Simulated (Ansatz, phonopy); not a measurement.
# Grüneisen parameters and expansion of Mo (Im-3m), part 3 of 3

Wanted: mode Grüneisen parameters of Mo and a free-energy fit over volumes.

Ansatz 0.2.0; DFT LDA, scalar-relativistic, plane waves, PAW; PAW set soft_1.

So far. Step 10 (Phonons, V/V0 0.985): No mode is imaginary beyond numerical noise at the solved wavevectors. Step 11 (A cell at another volume, V/V0 1.03): The run ends at a pressure of -8.14 GPa.

### Step 12. Phonons, V/V0 1.03

The same q-mesh and k-mesh are kept at every volume, so that much of their error can cancel in the differences.

File input.yaml:

```yaml
crystal:
  lattice:
    - [-1.5714066817, 1.5714066817, 1.5714066817]
    - [1.5714066817, -1.5714066817, 1.5714066817]
    - [1.5714066817, 1.5714066817, -1.5714066817]
  atoms:
    - { symbol: Mo, position: [0.0, 0.0, 0.0] }
kpoints:
  mp_grid: { grid: [20, 20, 20] }
hamiltonian:
  xc: lda
  pseudopotentials: { kind: paw, azcp: { folder: soft_1 }, xc_functional: pbe }
scf:
  occupations: { method: methfessel_paxton, width: 0.2 }
  lower_state_search: "off"
output:
  eigenvalues: true
phonons:
  method: dfpt
  qmesh: [4, 4, 4]
  temperatures: { t_max: 1000, t_step: 50 }
  qpath:
    path:
      - [[0.0, 0.0, 0.0], [0.5, -0.5, 0.5], [0.0, 0.0, 0.5], [0.0, 0.0, 0.0], [0.25, 0.25, 0.25], [0.5, -0.5, 0.5]]
      - [[0.25, 0.25, 0.25], [0.0, 0.0, 0.5]]
    npoints: 10
```

On the command line:

```bash
$ ansatz run input.yaml --threads 8 --pin off --max-ram 16384MiB --backend cpu --events-out ev --progress --plain --runs-dir out
```

Numbers of over 12 decimals in the logs are rounded to 6 here.

What it wrote:

```text
[...]
Crystal: 1 atoms, lattice volume = 15.521 Å³
Basis set: ecut = 420 eV, 321 PW (Γ), exchange–correlation on 40×40×40 points (8 copies of the dense FFT grid, shifted against one another)
Bands: 11, of which v1, the nominal top of the filled ones, is band 7 counted from 1 (6 counted from 0)
Symmetry: 48 space group operations
k-points: 256 of 8000
[...]
k-point 255: bands = [... 3 lower, -14.4667, 15.4577, 15.4577, 25.0071, 25.0071, 25.0071, 30.0548, 30.0548]
[...]
ASR residual: 7.529e-5 → 0.000e0 eV/Å²; symmetrization residual: 1.137e-12 eV/Å²
  ASR residual per site (eV/Å²): 7.53e-5
  Γ frequencies (cm⁻¹): 0.00 0.00 0.00
--- Phonons (arbitrary-q DFPT): 8 irreducible q on the 4×4×4 mesh ---
[...]
interpolated dispersion: 62 rows × 3 modes
[...]
[key lines of the parts left out:]
SCF converged after 7 iterations
Free energy (F): -4842.877100 eV
Fermi energy:    20.986196 eV
```

The job ended after 74 s (8 threads of Arm Neoverse V1, shared host; peak memory 3.3 GiB).

No mode is imaginary beyond numerical noise at the solved wavevectors.

### Step 13. Single point at a scaled cell, V/V0 0.97

Symmetry fixes every atom, so a single point at the scaled cell gives the energy and pressure of this member.

input.yaml, the sections that differ from step 12:

```yaml
crystal:
  lattice:
    - [-1.540281498, 1.540281498, 1.540281498]
    - [1.540281498, -1.540281498, 1.540281498]
    - [1.540281498, 1.540281498, -1.540281498]
  atoms:
    - { symbol: Mo, position: [0.0, 0.0, 0.0] }
output:
  forces: true
  stress: true
  eigenvalues: true
# kpoints, hamiltonian, scf: as in step 12
# phonons: removed
```

What it wrote:

```text
[...]
Crystal: 1 atoms, lattice volume = 14.617 Å³
Basis set: ecut = 420 eV, 321 PW (Γ)
Bands: 11, of which v1, the nominal top of the filled ones, is band 7 counted from 1 (6 counted from 0)
Symmetry: 48 space group operations
[...]
k-points: 256 of 8000
[...]
--- Band table (eV; the first three rows and the last of 256) ---
  k-point 0: bands = [... 3 lower, -11.8182, 15.0318, 20.9746, 20.9746, 20.9746, 24.2314, 24.2314, 37.2852]
  k-point 1: bands = [... 3 lower, -11.8187, 15.1524, 20.9047, 20.9641, 21.0891, 24.1230, 24.2326, 37.3804]
  k-point 2: bands = [... 3 lower, -11.8199, 15.4983, 20.7080, 20.9194, 21.4286, 23.8720, 24.2403, 37.6261]
  k-point 255: bands = [... 3 lower, -13.0044, 16.4939, 16.4939, 26.8842, 26.8842, 26.8842, 32.0601, 32.0601]
[key lines of the parts left out:]
SCF converged after 6 iterations
Free energy (F): -4842.875848 eV
Fermi energy:    22.518500 eV
P = ⅓ Tr σ = 9.4709 GPa (94.709 kbar)
```

Run time: 0.64 s. Hardware: 8 threads; peak memory 0.31 GiB.

The run ends at a pressure of 9.47 GPa.

### Step 14. Phonons, V/V0 0.97

Phonons at this volume give one point of F(V, T); meshes stay fixed along the series.

input.yaml: that of step 13 with these lines changed.

```diff
@@ -16,4 +16,11 @@
 output:
-  forces: true
-  stress: true
   eigenvalues: true
+phonons:
+  method: dfpt
+  qmesh: [4, 4, 4]
+  temperatures: { t_max: 1000, t_step: 50 }
+  qpath:
+    path:
+      - [[0.0, 0.0, 0.0], [0.5, -0.5, 0.5], [0.0, 0.0, 0.5], [0.0, 0.0, 0.0], [0.25, 0.25, 0.25], [0.5, -0.5, 0.5]]
+      - [[0.25, 0.25, 0.25], [0.0, 0.0, 0.5]]
+    npoints: 10
```

What it wrote:

```text
[...]
Crystal: 1 atoms, lattice volume = 14.617 Å³
Basis set: ecut = 420 eV, 321 PW (Γ), exchange–correlation on 36×36×36 points (8 copies of the dense FFT grid, shifted against one another)
Bands: 11, of which v1, the nominal top of the filled ones, is band 7 counted from 1 (6 counted from 0)
Symmetry: 48 space group operations
k-points: 256 of 8000
[...]
k-point 255: bands = [... 3 lower, -13.0043, 16.4939, 16.4939, 26.8842, 26.8842, 26.8842, 32.0601, 32.0601]
[...]
ASR residual: 2.445e-5 → 0.000e0 eV/Å²; symmetrization residual: 2.122e-12 eV/Å²
  ASR residual per site (eV/Å²): 2.44e-5
  Γ frequencies (cm⁻¹): 0.00 0.00 0.00
--- Phonons (arbitrary-q DFPT): 8 irreducible q on the 4×4×4 mesh ---
[...]
interpolated dispersion: 62 rows × 3 modes
[...]
[key lines of the parts left out:]
SCF converged after 7 iterations
Free energy (F): -4842.875849 eV
Fermi energy:    22.518524 eV
```

Elapsed: 71 s, on 8 threads; peak memory 3.2 GiB; 8.1 min of CPU time.

No LO-TO term. Phonon branches along the path, in cm⁻¹:

```tsv
point	branch 1	branch 2	branch 3
Γ	0	0	0
halfway	154	154	250
H	186	186	186
halfway	190	222	257
N	175	205	291
halfway	123	139	213
Γ	0	0	0
halfway	174	174	224
P	228	228	228
halfway	214	247	247
H	186	186	186
jump to P	228	228	228
halfway	210	217	265
N	175	205	291
```

The phonon branches as a text plot (rows in cm⁻¹):

```
    285 |                  ****                                **
    273 |                 *    *                              *
    261 |       *        *      *                            *
    249 |     ** *                           **    ***      *
    237 |               *                   *  * **   *    *
    225 |    *    *    * **                *  ****     *   ***
    212 |              **  **    *           *    *****      ***
    200 |          *  *      **           * *          **     * *
    188 |   *    **********    *                         **    *
    176 |       *          **** * *        *                    *
    164 |                      *         *
    152 |     **                *
    140 |                        * *      *
    127 |  * *                   *
    115 |                         *     *
    103 |   *                     *      *
     91 |                          **
     79 |  *                       *
     67 | *                             *
     55 |                           ** *
     42 | *
     30 |                            * *
     18 |
      6 |*                            *
         Γ           H       N        Γ         P        H|P    N
```

No mode is imaginary beyond numerical noise at the solved wavevectors.

### Step 15. Single point at a scaled cell, V/V0 1.05

Symmetry fixes every atom, so a single point at the scaled cell gives the energy and pressure of this member.

input.yaml, the sections that differ from step 14:

```yaml
crystal:
  lattice:
    - [-1.5815124687, 1.5815124687, 1.5815124687]
    - [1.5815124687, -1.5815124687, 1.5815124687]
    - [1.5815124687, 1.5815124687, -1.5815124687]
  atoms:
    - { symbol: Mo, position: [0.0, 0.0, 0.0] }
output:
  forces: true
  stress: true
  eigenvalues: true
# kpoints, hamiltonian, scf: as in step 14
# phonons: removed
```

What it wrote:

```text
[...]
Crystal: 1 atoms, lattice volume = 15.823 Å³
Basis set: ecut = 420 eV, 321 PW (Γ)
Bands: 11, of which v1, the nominal top of the filled ones, is band 7 counted from 1 (6 counted from 0)
Symmetry: 48 space group operations
[...]
k-points: 256 of 8000
[...]
--- Band table (eV; the first three rows and the last of 256) ---
  k-point 0: bands = [... 3 lower, -13.9844, 13.2898, 19.1452, 19.1452, 19.1452, 22.0960, 22.0960, 35.2061]
  k-point 1: bands = [... 3 lower, -13.9846, 13.3998, 19.0836, 19.1362, 19.2480, 22.0038, 22.0977, 35.2882]
  k-point 2: bands = [... 3 lower, -13.9854, 13.7175, 18.9098, 19.0970, 19.5529, 21.7874, 22.1062, 35.4951]
  k-point 255: bands = [... 3 lower, -14.9220, 15.1350, 15.1350, 24.4275, 24.4275, 24.4275, 29.4367, 29.4367]
[key lines of the parts left out:]
SCF converged after 6 iterations
Free energy (F): -4842.857223 eV
Fermi energy:    20.514042 eV
P = ⅓ Tr σ = -12.9117 GPa (-129.117 kbar)
```

It took 0.59 s on 8 threads; peak memory 0.31 GiB.

The run ends at a pressure of -12.91 GPa.

### Step 16. Lattice dynamics at this volume, V/V0 1.05

The same q-mesh and k-mesh are kept at every volume, so that much of their error can cancel in the differences.

input.yaml: that of step 15 with these lines changed.

```diff
@@ -16,4 +16,11 @@
 output:
-  forces: true
-  stress: true
   eigenvalues: true
+phonons:
+  method: dfpt
+  qmesh: [4, 4, 4]
+  temperatures: { t_max: 1000, t_step: 50 }
+  qpath:
+    path:
+      - [[0.0, 0.0, 0.0], [0.5, -0.5, 0.5], [0.0, 0.0, 0.5], [0.0, 0.0, 0.0], [0.25, 0.25, 0.25], [0.5, -0.5, 0.5]]
+      - [[0.25, 0.25, 0.25], [0.0, 0.0, 0.5]]
+    npoints: 10
```

What it wrote:

```text
[...]
Crystal: 1 atoms, lattice volume = 15.823 Å³
Basis set: ecut = 420 eV, 321 PW (Γ), exchange–correlation on 40×40×40 points (8 copies of the dense FFT grid, shifted against one another)
Bands: 11, of which v1, the nominal top of the filled ones, is band 7 counted from 1 (6 counted from 0)
Symmetry: 48 space group operations
k-points: 256 of 8000
[...]
k-point 255: bands = [... 3 lower, -14.9220, 15.1350, 15.1350, 24.4275, 24.4275, 24.4275, 29.4367, 29.4367]
[...]
ASR residual: 1.768e-4 → 0.000e0 eV/Å²; symmetrization residual: 2.577e-12 eV/Å²
  ASR residual per site (eV/Å²): 1.77e-4
  Γ frequencies (cm⁻¹): 0.00 0.00 0.00
--- Phonons (arbitrary-q DFPT): 8 irreducible q on the 4×4×4 mesh ---
[...]
interpolated dispersion: 62 rows × 3 modes
[...]
[key lines of the parts left out:]
SCF converged after 7 iterations
Free energy (F): -4842.857223 eV
Fermi energy:    20.514045 eV
```

Wall time 75 s (8 threads); peak memory 3.3 GiB.

No mode is imaginary beyond numerical noise at the solved wavevectors.

### Step 17. Mode Grüneisen parameters

This step: DFT LDA, scalar-relativistic, plane waves, PAW; PAW set soft_1 (phonopy 4.10.0).

This step gave:

| Item | Value |
| --- | --- |
| share of modes with a negative Grüneisen parameter | 0 |

Mean Grüneisen, by row:

```tsv
T (K)	heat-capacity-weighted mean	root mean square
50	1.469	1.519
100	1.568	1.621
200	1.603	1.656
300	1.611	1.663
500	1.615	1.667
800	1.616	1.669
```

The mean mode Grueneisen parameter by wavenumber:

```tsv
wavenumber (cm⁻¹)	mean mode Grueneisen parameter
4	-
14	-
23	1.26
32	1.1
41	1.3
50	1.14
59	1.11
68	1.15
77	1.22
86	1.19
95	1.19
104	1.22
114	1.26
123	1.26
132	1.31
141	1.32
150	1.44
159	1.51
168	1.65
177	1.78
186	1.57
195	1.36
204	1.29
214	1.44
223	1.8
232	2.01
241	1.97
250	1.92
259	2.12
268	2.19
```

Volume series, by row:

```tsv
V/V0	V (Å³/atom)	pressure (GPa)	E - E0 (meV/atom)	gap (eV)	zero-point energy (meV/atom)	lowest on the path (cm⁻¹)	highest at Gamma without the LO-TO term (cm⁻¹)
0.97	14.62	9.471	13.07	0	38.17	0	-
0.985	14.84	4.557	3.2	0	37.26	0	-
1	15.07	0	0	0	36.35	0	-
1.015	15.3	-4.225	2.989	0	35.45	0	-
1.03	15.52	-8.14	11.72	0	34.55	0	-
1.05	15.82	-12.91	31.55	0	33.34	0	-
```

Grüneisen at points, by row:

```tsv
point	branch	frequency (cm⁻¹)	mode Grüneisen parameter
H	1	173.2	2.48
N	1	165.4	2.04
N	2	200.3	0.85
N	3	273.1	2.2
P	1	217.6	1.65
```

### Step 18. Quasi-harmonic fit by phonopy

This step gave:

| Property | Result |
| --- | --- |
| volume expansion coefficient at 300 K | 14.59 1e-6/K |
| isothermal bulk modulus at 300 K | 284.1 GPa |
| C_P at 300 K | 23.34 J/mol-atom/K |
| Grüneisen parameter at 300 K | 1.633 |

The energy (each curve on its own zero) by volume; values in meV/atom:

```tsv
volume (Å³/atom)	static	F at 0 K	F at 300 K	F at 1300 K
14.617	13.1	15.4	18.3	34.0
14.843	3.2	4.61	6.42	16.2
15.069	0	0.5	1.21	4.94
15.295	2.99	2.58	2.15	-0.37
15.521	11.7	10.4	8.77	-0.16
15.823	31.6	29.0	25.7	7.93
```

Phonopy-qha, vinet fit of F(V) at each temperature; no electronic free energy. Qha vinet, by row:

```tsv
T (K)	fitted volume (Å³/atom)	alpha_V (1e-6/K)	B_T (GPa)	C_P (J/mol-atom/K)	Grueneisen
100	15.11	8.02	288.9	13.45	1.554
150	15.12	11.41	287.8	18.74	1.598
200	15.12	13.09	286.6	21.25	1.616
250	15.13	14.01	285.4	22.56	1.626
300	15.15	14.59	284.1	23.34	1.633
350	15.16	14.99	282.8	23.83	1.638
400	15.17	15.28	281.5	24.17	1.643
450	15.18	15.52	280.1	24.42	1.647
500	15.19	15.72	278.8	24.61	1.651
550	15.2	15.9	277.4	24.76	1.656
600	15.22	16.06	276.1	24.88	1.66
650	15.23	16.21	274.7	24.99	1.664
700	15.24	16.36	273.3	25.08	1.668
750	15.25	16.5	271.9	25.16	1.672
800	15.27	16.63	270.5	25.24	1.676
850	15.28	16.77	269.1	25.31	1.68
900	15.29	16.9	267.7	25.38	1.684
950	15.3	17.03	266.3	25.44	1.688
1000	15.32	17.17	264.8	25.5	1.693
1050	15.33	17.3	263.4	25.56	1.697
1100	15.34	17.44	261.9	25.62	1.701
1150	15.36	17.57	260.5	25.68	1.705
1200	15.37	17.71	259	25.73	1.71
1250	15.38	17.85	257.5	25.79	1.714
```

Volume expansion coefficient, phonopy-qha, Vinet against temperature:

```tsv
temperature (K)	volume expansion coefficient, phonopy-qha, Vinet (1e-6/K)
75	5.28
125	10.0
150	11.4
200	13.1
250	14.0
275	14.3
325	14.8
375	15.1
400	15.3
450	15.5
500	15.7
525	15.8
575	16.0
625	16.1
650	16.2
700	16.4
725	16.4
775	16.6
825	16.7
850	16.8
900	16.9
950	17.0
975	17.1
1025	17.2
1075	17.4
1100	17.4
1150	17.6
1200	17.7
1225	17.8
1275	17.9
```

The fit gives a volume expansion of 14.6 × 10⁻⁶/K at 300 K.

### Step 19. What came out

| Item | Value |
| --- | --- |
| volume expansion coefficient at 300 K | 14.59 1e-6/K |
| isothermal bulk modulus at 300 K | 284.1 GPa |
| C_P at 300 K | 23.34 J/mol-atom/K |
| Grüneisen parameter at 300 K | 1.633 |
| mean mode Grüneisen parameter at 300 K | 1.61 |

Near room temperature Mo expands by 14.6 × 10⁻⁶/K in volume by LDA, with C_P = 23.3 J/(mol K) per mole of atoms and B_T = 284 GPa. The q-mesh is coarse, and the expansion can converge slowly with it. C_P at room temperature is 94 % of the classical 3R an atom. The fit leaves out the electrons' free energy, which adds to C_P and to the expansion of a metal at high temperature. The heat-capacity-weighted Grüneisen parameter goes from 1.47 at 50 K to 1.62 at 800 K. Weighting γ by the density of states and each mode's heat capacity at 300 K, modes below 90 cm⁻¹ give about 2 % of the sum of γC that drives the expansion, those up to 180 cm⁻¹ 31 % and the rest 68 %. Among the labelled points γ is largest for branch 1 at H (173 cm⁻¹, 2.5) and smallest for branch 2 at N (200 cm⁻¹, 0.85). The program warned that a few bands missed the eigensolver's threshold in at least one of the runs. The PAW files were made for PBE and are used here under another functional, for which the program regenerates the frozen cores.

[Logs are printed without paths, hosts, clocks, repeated set-up lines and the standing remarks that a program may print on its own settings, such as how far it seeks lower states.]

[Hosts, paths, dates, database ids (printed as entryN), source tags and the programs' standing remarks are cut or masked in the printed files.]

[A step with changed settings may run another functional than the one named; its input shows which.]

[Of the runs on displaced cells, only some may be shown.]
